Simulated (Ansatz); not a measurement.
# G0W0 on several functionals: AlN (4H polytype) (P6_3mc)

How much of the starting functional survives in the G0W0 gap of AlN (4H polytype) (P6_3mc)?

Program: Ansatz 0.2.0. Level of theory: G0W0 on several functionals, plane waves, PAW. Results are calculated unless marked as measured.

In doubt: masses and optical values from hybrid runs of this build are listed as unsure (steps 3, 4), which bears on the screening that GW takes from such a start.

## 1. The structure

The structure is hexagonal, space group P6_3mc (No. 186). The conventional cell has a = 3.120 Å, b = 3.120 Å, c = 10.110 Å, α = 90.00°, β = 90.00°, γ = 120.00°. Al has 4 N at 1.90 to 1.92 Å nearest. Nearest to Al lie 4 N at 1.90 to 1.91 Å. Nearest to N lie 4 Al at 1.91 to 1.92 Å. N has 4 Al at 1.90 Å nearest. Farther neighbours and most contacts between anions are not listed.

As a file:

```xyz
8
Lattice="3.1202 0.0000 0.0000 -1.5601 2.7022 0.0000 0.0000 0.0000 10.1102" Properties=species:S:1:pos:R:3 pbc="T T T"
Al    0.0000    0.0000   -0.0126
Al    0.0000    1.8015    2.5258
Al    0.0000    0.0000    5.0425
Al    1.5601    0.9007    7.5809
N     0.0000    0.0000    1.9029
N     0.0000    1.8015    4.4304
N     0.0000    0.0000    6.9580
N     1.5601    0.9007    9.4855
```

The structure was relaxed with PBE. The runs that relaxed it are not among those shown.

## 2. G0W0 on PBE

G0W0 replaces the xc potential by the self-energy, built once from these orbitals. Only a window of levels is corrected, while the sums run over the empty bands that the input names. This step takes PAW set soft_1 files.

This step: G0W0 on PBE, plane waves, PAW; PAW set soft_1.

input.yaml

```yaml
crystal:
  lattice:
    - [3.1202290047, 0.0, 0.0]
    - [-1.5601145023, 2.7021975837, 0.0]
    - [0.0, 0.0, 10.1102215084]
  atoms:
    - { symbol: Al, position: [0.0, 0.0, -0.0012500118] }
    - { symbol: Al, position: [0.3333333333, 0.6666666667, 0.2498254965] }
    - { symbol: Al, position: [0.0, 0.0, 0.4987499882] }
    - { symbol: Al, position: [0.6666666667, 0.3333333333, 0.7498254965] }
    - { symbol: "N", position: [0.0, 0.0, 0.1882176634] }
    - { symbol: "N", position: [0.3333333333, 0.6666666667, 0.4382068519] }
    - { symbol: "N", position: [0.0, 0.0, 0.6882176634] }
    - { symbol: "N", position: [0.6666666667, 0.3333333333, 0.9382068519] }
kpoints:
  mp_grid: { grid: [6, 6, 2] }
hamiltonian:
  xc: pbe
  pseudopotentials: { kind: paw, azcp: { folder: soft_1 } }
scf:
  occupations: { method: fixed }
gw:
  n_empty_bands: 254
  ecut_chi: 120.0
  qp_bands: [v2, c2]
  qp_kpoints: band_edges
  screening: { model: contour_deformation }
```

Started as:

```sh
$ ansatz run input.yaml --threads 4 --pin off --max-ram 17510MiB --backend cpu --events-out ev --progress --plain --runs-dir out
```

Numbers of over 12 decimals in the logs are rounded to 6 here.

The program printed:

```text
Engine: ansatz 0.2.0, aarch64-unknown-linux-gnu
Pseudopotentials: kind: paw
Pseudopotential: Al, paw, valence charge 3, recommended cutoff 420 eV (normal), soft_1/Al.paw.azcp
Pseudopotential: N, paw, valence charge 5, recommended cutoff 420 eV (normal), soft_1/N.paw.azcp
Functional definition: PBE
  parameter kappa = 0.804
  parameter beta = 0.066725
  exchange = pbe_x(kappa = kappa, mu = beta*pi^2/3)
  correlation = pbe_c(beta = beta)
Crystal: 8 atoms, lattice volume = 85.244 Å³
Basis set: ecut = 420 eV, 1653 PW (Γ)
Bands: 24, of which v1, the nominal top of the filled ones, is band 16 counted from 1 (15 counted from 0)
Symmetry: 12 space group operations
Space group: P63mc (ITA 186), of the structure as read, at distance tolerance 4.4e-5 Å
k-points: 14 of 72
Non-local potential: Al, projectors of the file, l = 0: 2, l = 1: 2, l = 2: 1
Non-local potential: N, projectors of the file, l = 0: 2, l = 1: 2, l = 2: 1
PAW form: soft (Blöchl's): semilocal exchange-correlation on the pseudo side does not see the compensation charge
PAW one-centre angular grid: Al, 110 points (default); XC on 64 Gauss nodes
PAW one-centre angular grid: N, 110 points (default); XC on 64 Gauss nodes
Initial density: superposition of atomic densities (chi_scale 0.1, normalization cell, long waves kept (reshape's long-wave potential 0.00 eV rms))
Initial wavefunctions: pseudopotential atomic-orbital guess
Functional: x = pbe(κ = 0.804, μ = 0.219515), c = pbe(β = 0.066725)
SCF iter   1: F=—  HF=-3702.560461 eV  |F-HF|=—  |Δ(HF+E_count)|=         —  Δρ=1.35e-1  dr2=1.93e1  ethr=3.10e-3  ⟨swp⟩=4.4  Hψ=1397  notcnv=0  defer=82
preconditioner: auto → none  [insulator: Δε(μ)=5.254 eV  Ē_g=14.145 eV  n_scr=6 (ndim 8)  ℏωp=22.8 eV  f_vac=0.000  ε∞_Penn≈3.6]
SCF iter   2: F=—  HF=-3697.833567 eV  |F-HF|=—  |Δ(HF+E_count)|=    4.73e0  Δρ=7.73e-2  dr2=3.09e0  ethr=3.10e-3  ⟨swp⟩=3.1  Hψ=872  notcnv=0  defer=78
SCF iter   3: F=—  HF=-3696.970677 eV  |F-HF|=—  |Δ(HF+E_count)|=   8.63e-1  Δρ=2.31e-2  dr2=2.32e-1  ethr=3.10e-3  ⟨swp⟩=2.0  Hψ=695  notcnv=0  defer=78
SCF iter   4: F=—  HF=-3696.946061 eV  |F-HF|=—  |Δ(HF+E_count)|=   2.46e-2  Δρ=1.62e-3  dr2=1.51e-3  ethr=7.26e-4  ⟨swp⟩=2.0  Hψ=320  notcnv=0  defer=84
SCF iter   5: F=—  HF=-3696.945678 eV  |F-HF|=—  |Δ(HF+E_count)|=   3.84e-4  Δρ=8.25e-4  dr2=2.99e-4  ethr=4.72e-6  ⟨swp⟩=2.0  Hψ=504  notcnv=0  defer=84
SCF iter   6: F=—  HF=-3696.945605 eV  |F-HF|=—  |Δ(HF+E_count)|=   7.26e-5  Δρ=3.09e-4  dr2=2.98e-5  ethr=9.34e-7  ⟨swp⟩=2.1  Hψ=463  notcnv=0  defer=79
SCF iter   7: F=—  HF=-3696.945617 eV  |F-HF|=—  |Δ(HF+E_count)|=   1.22e-5  Δρ=6.58e-5  dr2=5.84e-6  ethr=9.30e-8  ⟨swp⟩=2.0  Hψ=504  notcnv=0  defer=46
SCF iter   8: F=—  HF=-3696.945617 eV  |F-HF|=—  |Δ(HF+E_count)|=   5.74e-7  Δρ=1.64e-5  dr2=1.03e-7  ethr=1.83e-8  ⟨swp⟩=2.0  Hψ=450  notcnv=0  defer=46
SCF iter   9: F=-3696.945617 eV  HF=-3696.945617 eV  |F-HF|=6.95e-10  |Δ(HF+E_count)|=   1.21e-7  Δρ=2.30e-6  dr2=3.13e-9  ethr=3.13e-10  ⟨swp⟩=9.5  Hψ=1484  notcnv=0
SCF 1 converged in 9 iterations: F = -3696.945617 eV  dr2 = 3.13e-9
  greatest PAW one-centre occupation: 0.788 electrons in one spin orbital (limit 2), on the N atom at site 7 (counted from 0), in its partial waves of l = 0
NSCF: frozen V_eff on 14 k-points
G₀W₀ screening: q 1/14
[... further progress lines ...]
SCF converged after 9 iterations
Free energy (F): -3696.945617 eV
Harris-Foulkes:  -3696.945617 eV  (|F-HF|=6.95e-10)
Internal energy: -3696.945617 eV  (E = F + TS)
E sigma→0 (E₀):  -3696.945617 eV
Fermi energy:    6.816689 eV
--- Per-component energies (eV) ---
  E_band       = 55.213223
  E_kinetic    = 623.252455
  E_local      = -846.945539  (includes V_loc(G=0)·N_el)
  E_nonlocal   = 177.770837
  E_hartree    = 311.835636
  E_xc         = -395.199664
  E_vxc        = -426.643726  (∫ρ·V_xc dr)
  E_paw        = -2390.999557  (= ΣΔE_a)
  E_vpaw       = -95.895380  (= ΣTr[D̂ρ^β])
  E_aug_tail   = 0.003493  (compensation charges beyond the density's cutoff)
  E_ewald      = -1176.663278
  E_smearing   = -0.000000  (= −TS)
  E_closure    = 0.000000  (closes the sum)
  Σ components = -3696.945617   (vs F -3696.945617, Δ=0.00e0)
--- Band table (eV; the first three rows and the last of 14) ---
  k-point 0: bands = [... 12 lower, 6.4740, 6.7284, 6.7284, 6.8167, 10.8232, 12.9699, 13.2506, 13.6774, ... 4 higher]
  k-point 1: bands = [... 12 lower, 6.6431, 6.6431, 6.6431, 6.6431, 11.7815, 11.7815, 13.6575, 13.6575, ... 4 higher]
  k-point 2: bands = [... 12 lower, 6.1682, 6.2058, 6.6530, 6.6760, 12.1379, 13.3229, 13.6612, 14.7705, ... 4 higher]
  k-point 13: bands = [... 12 lower, 5.4161, 5.4161, 5.5604, 5.5604, 12.4155, 12.4155, 14.3742, 14.3742, ... 4 higher]
--- G₀W₀: contour deformation, 6 samples at zero and on the imaginary axis and 1 off it, 72 q-points, 254 empty bands' worth ---
  eigenvalues of the whole cell's RPA ε∞ on this k-mesh (on a slab, of 1 + 4πα/V) = 4.3473, 4.3473, 4.4206; static W/v taken at q = 0 is 0.228943
  gw.qp_kpoints: band_edges: 11 of 14 stored k-points solved, in 1 pass; an edge of the gap read off the rows below is read off those points alone
    valence top: of the k-points left out ik 11 came nearest to being solved in a further pass, in band 15 (counted from 1, as in the quasiparticle table): it holds the edge there only if its correction is more favourable than any solved in that band by at least 0.841 eV; those differ by 0.185 eV
    conduction bottom: of the k-points left out ik 10 came nearest to being solved in a further pass, in band 17 (counted from 1, as in the quasiparticle table): it holds the edge there only if its correction is more favourable than any solved in that band by at least 1.046 eV; those differ by 0.381 eV
    ik  band        ε_KS         Σx   Σc(E_QP)       V_xc       Z   E_QP_lin       E_QP  E_QP is
     0    15      6.7284   -21.6336     3.2143   -17.6203  0.7791     5.9232     5.9294  root
     0    16      6.8167   -21.6190     3.1706   -17.6671  0.7793     6.0296     6.0355  root
     0    17     10.8232    -9.8066    -3.8078   -14.3866  0.8147    11.5995    11.5954  root
     0    18     12.9699    -9.4407    -4.2739   -14.6281  0.8044    13.8908    13.8834  root
     1    15      6.6431   -21.6340     3.2417   -17.5806  0.7787     5.8248     5.8313  root
     1    16      6.6431   -21.6340     3.2417   -17.5806  0.7787     5.8248     5.8313  root
     1    17     11.7815   -10.2032    -3.8799   -14.9244  0.8079    12.6280    12.6227  root
     1    18     11.7815   -10.2032    -3.8799   -14.9244  0.8079    12.6280    12.6227  root
     2    15      6.6530   -21.7082     3.2463   -17.6538  0.7786     5.8385     5.8449  root
     2    16      6.6760   -21.6046     3.2126   -17.5901  0.7786     5.8677     5.8740  root
     2    17     12.1379   -10.1814    -3.9545   -15.0043  0.8058    13.0123    13.0064  root
     2    18     13.3229    -8.5025    -4.3633   -13.7241  0.8023    14.1883    14.1812  root
     3    15      6.5100   -21.6380     3.2765   -17.5318  0.7780     5.6734     5.6803  root
     3    16      6.5100   -21.6380     3.2765   -17.5318  0.7780     5.6734     5.6803  root
     3    17     12.5986    -9.7946    -4.0893   -14.7662  0.8038    13.4875    13.4810  root
     3    18     12.5986    -9.7946    -4.0893   -14.7662  0.8038    13.4875    13.4810  root
     4    15      6.2297   -21.3798     3.2957   -17.2209  0.7770     5.3586     5.3665  root
     4    16      6.3924   -21.6766     3.3136   -17.5180  0.7774     5.5401     5.5474  root
     4    17     11.8284    -6.3934    -4.0894   -11.0750  0.8217    12.4234    12.4206  root
     4    18     12.1665    -6.6271    -4.1413   -11.4009  0.8205    12.8022    12.7989  root
     5    15      6.1839   -21.5476     3.3506   -17.3218  0.7766     5.3007     5.3088  root
     5    16      6.1839   -21.5476     3.3506   -17.3218  0.7766     5.3007     5.3088  root
     5    17     12.1188    -6.6560    -4.1267   -11.4109  0.8190    12.7501    12.7469  root
     5    18     12.1188    -6.6560    -4.1267   -11.4109  0.8190    12.7501    12.7469  root
[...]
9    15      6.3401   -21.5648     3.3006   -17.4133  0.7772     5.4818     5.4893  root
     9    16      6.3401   -21.5648     3.3006   -17.4133  0.7772     5.4818     5.4893  root
     9    17     13.1771    -7.8610    -4.3313   -12.9899  0.8052    13.9808    13.9748  root
     9    18     13.1771    -7.8610    -4.3313   -12.9899  0.8052    13.9808    13.9748  root
    12    15      5.3508   -20.7830     3.4309   -16.3686  0.7739     4.3558     4.3672  root
    12    16      6.0732   -21.5876     3.3521   -17.3619  0.7757     5.1915     5.1997  root
    12    17     12.6575    -6.2573    -4.2074   -11.0925  0.8157    13.2887    13.2853  root
    12    18     12.6575    -6.2573    -4.2074   -11.0925  0.8157    13.2887    13.2853  root
```

Run time: 86 s. Hardware: 4 threads of Arm Neoverse V1, shared host; peak memory 1.2 GiB.

Numbers from this step:

```yaml
bands_summed: 270
rpa_eps_infinity_on_this_mesh_eigenvalues: 4.347, 4.347, 4.421
plane_waves_in_the_screening_matrix: 265
q_points_in_the_mesh: 72
g0w0_gap_on_the_mesh: 5.296 eV
k_of_the_valence_top: 0, 0, 0
k_of_the_conduction_bottom: 0, -0.5, 0
starting_gap_on_the_mesh: 4.007 eV
z_at_the_valence_top: 0.7793
z_at_the_conduction_bottom: 0.8283
least_direct_g0w0_gap_on_the_computed_points: 5.560 eV
```

The gap on the mesh goes from 4.01 eV to 5.30 eV, a correction of +1.29 eV. Between the two edge states, bare exchange in place of the xc potential would open the gap by 8.37 eV, and correlation takes back 7.09 eV.

## 3. G0W0 on HSE06

The same correction from a different start measures what one shot leaves open.

This step: G0W0 on HSE06, plane waves, PAW; PAW set soft_1.

Edit input.yaml of step 2 so:

```diff
@@ -17,3 +17,3 @@
 hamiltonian:
-  xc: pbe
+  xc: hse06
   pseudopotentials: { kind: paw, azcp: { folder: soft_1 } }
```

The program printed:

```text
[...]
davidson cushion auto → on  (no smearing: the cushion is to keep the highest requested band from converging to the state above it; pin scf.eigensolver.cushion to override)
Crystal: 8 atoms, lattice volume = 85.244 Å³
Basis set: ecut = 420 eV, 1653 PW (Γ)
Bands: 24, of which v1, the nominal top of the filled ones, is band 16 counted from 1 (15 counted from 0)
[... 1 set-up line as in the run before ...]
[...]
k-points: 14 of 72
[...]
SCF iter   1: F=—  HF=-3702.552861 eV  |F-HF|=—  |Δ(HF+E_count)|=         —  Δρ=1.36e-1  dr2=1.94e1  ethr=1.00e-1  ⟨swp⟩=4.9  Hψ=1293  notcnv=0
[...]
SCF iter   5: F=-3696.926669 eV  HF=-3696.927599 eV  |F-HF|=9.31e-4  |Δ(HF+E_count)|=   1.18e-3  Δρ=1.81e-3  dr2=1.28e-3  ethr=1.77e-5  ⟨swp⟩=4.9  Hψ=1016  notcnv=0  defer=3
SCF 1 stopped early in 5 iterations: F = -3696.926669 eV  dr2 = 1.28e-3
[...]
Exchange kernel: α = 0.2500, screened, ω = 0.2079 Å⁻¹, Wigner–Seitz truncation, v(0) = 1043.5021 eV·Å³, q-mesh 6×6×2, nearest image of the exchange supercell L = 18.72 Å, pair-density grid 15×15×48, without the augmentation charges, whose exchange is taken in its separable form by FFT convolution over the k-point mesh (sized by the pseudopotential files, 20×20×72 at the most), smooth part of the exact exchange by density-matrix convolution
Frozen-core exchange: fock
SCF iter   1: F=—  HF=-3698.728992 eV  |F-HF|=—  |Δ(HF+E_count)|=         —  Δρ=4.90e-3  dr2=1.47e-2  ethr=3.99e-5  ⟨swp⟩=7.3  Hψ=1575  notcnv=0
[...]
Frozen-core exchange: fock
[...]
Internal energy: -3698.733624 eV  (E = F + TS)
E sigma→0 (E₀):  -3698.733624 eV
Fermi energy:    5.901933 eV
[...]
--- Band table (eV; the first three rows and the last of 14) ---
  k-point 0: bands = [... 12 lower, 5.5238, 5.8035, 5.8035, 5.9019, 11.2581, 13.5266, 13.8197, 14.2453, ... 1 higher]
  k-point 1: bands = [... 12 lower, 5.7096, 5.7096, 5.7096, 5.7096, 12.2475, 12.2475, 14.2361, 14.2361, ... 1 higher]
  k-point 2: bands = [... 12 lower, 5.1902, 5.2317, 5.7199, 5.7484, 12.6251, 13.8683, 14.2379, 15.4136, ... 1 higher]
  k-point 13: bands = [... 12 lower, 4.3925, 4.3925, 4.5289, 4.5289, 12.8339, 12.8339, 14.9619, 14.9619, ... 1 higher]
  guard bands above this table: 3 of the run's 24 bands. The solve was not asked for them (output.publish_guard_bands: true or output.eigenvalues: true publishes all)
[...]
0    15      5.8035   -21.6422     2.9120   -18.4801  0.8068     5.5529     5.5533  root
     0    16      5.9019   -21.6317     2.8784   -18.5136  0.8070     5.6618     5.6622  root
     0    17     11.2581    -9.3988    -3.6967   -13.6997  0.8381    11.8643    11.8624  root
     0    18     13.5266    -9.0457    -4.0645   -13.7630  0.8296    14.1823    14.1795  root
     1    15      5.7096   -21.6407     2.9330   -18.4504  0.8064     5.4519     5.4524  root
     1    16      5.7096   -21.6407     2.9330   -18.4504  0.8064     5.4519     5.4524  root
     1    17     12.2475    -9.7089    -3.7641   -14.1167  0.8326    12.8935    12.8911  root
     1    18     12.2475    -9.7089    -3.7641   -14.1167  0.8326    12.8935    12.8911  root
[...]
12    15      4.3180   -20.8816     3.0818   -17.4399  0.8022     3.9569     3.9580  root
    12    16      5.0919   -21.5946     3.0194   -18.2845  0.8039     4.8006     4.8013  root
    12    17     13.0892    -5.9176    -4.0058   -10.3768  0.8398    13.5439    13.5425  root
    12    18     13.0892    -5.9176    -4.0058   -10.3768  0.8398    13.5439    13.5425  root
[key lines of the parts left out:]
Free energy (F): -3698.733624 eV
```

The job ended after 3.9 min (4 threads; peak memory 1.6 GiB).

Numbers from this step:

- bands summed: 270
- RPA ε∞ on this mesh (eigenvalues): 3.647, 3.647, 3.701
- plane waves in the screening matrix: 265
- q-points in the mesh: 72
- G0W0 gap on the mesh: 5.913 eV
- k of the valence top: 0, 0, 0
- k of the conduction bottom: 0, -0.5, 0
- starting gap on the mesh: 5.266 eV
- Z at the valence top: 0.8070
- Z at the conduction bottom: 0.8501
- least direct G0W0 gap on the computed points: 6.200 eV

Against the run with 6×6×2 mesh, 254 empty bands, screening to 120 eV, PAW set soft_1 files on PBE, the gap moves by +0.62 eV, while the start moved by +1.26 eV.

## 4. G0W0 on PBE0

This step: G0W0 on PBE0, plane waves, PAW; PAW set soft_1.

Edit input.yaml of step 3 so:

```diff
@@ -17,3 +17,3 @@
 hamiltonian:
-  xc: hse06
+  xc: pbe0
   pseudopotentials: { kind: paw, azcp: { folder: soft_1 } }
```

The program printed:

```text
[...]
Crystal: 8 atoms, lattice volume = 85.244 Å³
Basis set: ecut = 420 eV, 1653 PW (Γ)
Bands: 24, of which v1, the nominal top of the filled ones, is band 16 counted from 1 (15 counted from 0)
[... 1 set-up line as in the run before ...]
[...]
k-points: 14 of 72
[...]
SCF iter   1: F=—  HF=-3702.556115 eV  |F-HF|=—  |Δ(HF+E_count)|=         —  Δρ=1.36e-1  dr2=1.94e1  ethr=1.00e-1  ⟨swp⟩=4.9  Hψ=1293  notcnv=0
[...]
1    17     12.6011    -9.6899    -3.6724   -13.7562  0.8410    12.9958    12.9950  root
     1    18     12.6011    -9.6899    -3.6724   -13.7562  0.8410    12.9958    12.9950  root
[...]
12    15      3.9198   -20.8956     2.9593   -17.8528  0.8124     3.8363     3.8363  root
    12    16      4.7020   -21.6014     2.9025   -18.6828  0.8137     4.6859     4.6859  root
    12    17     13.4573    -5.8984    -3.9014    -9.9925  0.8482    13.6501    13.6499  root
    12    18     13.4573    -5.8984    -3.9014    -9.9925  0.8482    13.6501    13.6499  root
[key lines of the parts left out:]
Free energy (F): -3699.670898 eV
Fermi energy:    5.518610 eV
```

Wall time 2.7 min (4 threads); peak memory 1.6 GiB.

This step gave:

```
bands summed                                 : 270
RPA ε∞ on this mesh (eigenvalues)            : 3.462, 3.462, 3.510
plane waves in the screening matrix          : 265
G0W0 gap on the mesh                         : 6.117 eV
k of the valence top                         : 0, 0, 0
k of the conduction bottom                   : 0, -0.5, 0
starting gap on the mesh                     : 6.002 eV
least direct G0W0 gap on the computed points : 6.408 eV
```

Against the run with 6×6×2 mesh, 254 empty bands, screening to 120 eV, PAW set soft_1 files on HSE06, the gap moves by +0.20 eV, while the start moved by +0.74 eV.

## 5. The starts together

All on the 6×6×2 mesh with 254 empty bands and screening to 120 eV. Times are wall times on 4 threads of Arm Neoverse V1, shared host, good to a factor of about two.

```
start  starting gap (eV)  shift (eV)  G0W0 gap (eV)  RPA ε∞ (harmonic mean)  Z (valence, conduction)     time
  PBE               4.01       +1.29           5.30                    4.37               0.78, 0.83     86 s
HSE06               5.27       +0.65           5.91                    3.66               0.81, 0.85  3.9 min
 PBE0               6.00       +0.12           6.12                    3.48               0.82, 0.86  2.7 min
```

How the two edges are built up, in eV (the quasiparticle level is the starting level plus Σx plus Σc less Vxc):

| run | edge | start | Σx | Σc | Vxc | Z | QP |
| --- | --- | --- | --- | --- | --- | --- | --- |
| PBE | valence top | 6.82 | -21.62 | 3.17 | -17.67 | 0.78 | 6.04 |
| PBE | conduction bottom | 10.83 | -6.02 | -3.92 | -10.43 | 0.83 | 11.33 |
| HSE06 | valence top | 5.90 | -21.63 | 2.88 | -18.51 | 0.81 | 5.66 |
| HSE06 | conduction bottom | 11.17 | -5.77 | -3.76 | -9.94 | 0.85 | 11.58 |
| PBE0 | valence top | 5.52 | -21.64 | 2.77 | -18.91 | 0.82 | 5.55 |
| PBE0 | conduction bottom | 11.52 | -5.76 | -3.67 | -9.58 | 0.86 | 11.67 |

For a hybrid start, Vxc holds its share of exact exchange.

## 6. Summary of results

```
G0W0@PBE     : 5.30 eV (start 4.01 eV)
G0W0@HSE06   : 5.91 eV (start 5.27 eV)
G0W0@PBE0    : 6.12 eV (start 6.00 eV)
known limits : not at the basis limit
```

**Reading.** The starting gaps span 2.00 eV and the G0W0 gaps 0.82 eV. Between PBE and PBE0, 0.82 eV of the 2.00 eV survives, 41 %. PBE0 screens less than PBE (ε∞ 3.48 against 4.37). Of the 0.82 eV by which its G0W0 gap is higher, the correlation part gives +0.64 eV, and exchange with the one-particle terms, which follow the orbitals, +0.18 eV. The smallest correction, +0.12 eV, is on PBE0, the start nearest to reproducing itself. Bands and cutoff are finite, so the gap is not at the basis limit. The miss can reach some tenths of an eV and take either sign; the mesh is an error of its own.

[Paths, hosts, dates, memory and timing lines, banners, echoed tables and standing remarks are left out of the program output.]

[Logs are printed without paths, hosts, clocks, repeated set-up lines and the standing remarks that a program may print on its own settings, such as how far it seeks lower states.]

[Runs of the session that timed out or met a known fault of the program may be left out.]

[Cells called generated may have been cut or substituted from an entry of the Crystallography Open Database or the Materials Project.]

[Hosts, paths, dates, database ids (printed as entryN), source tags and the programs' standing remarks are cut or masked in the printed files.]
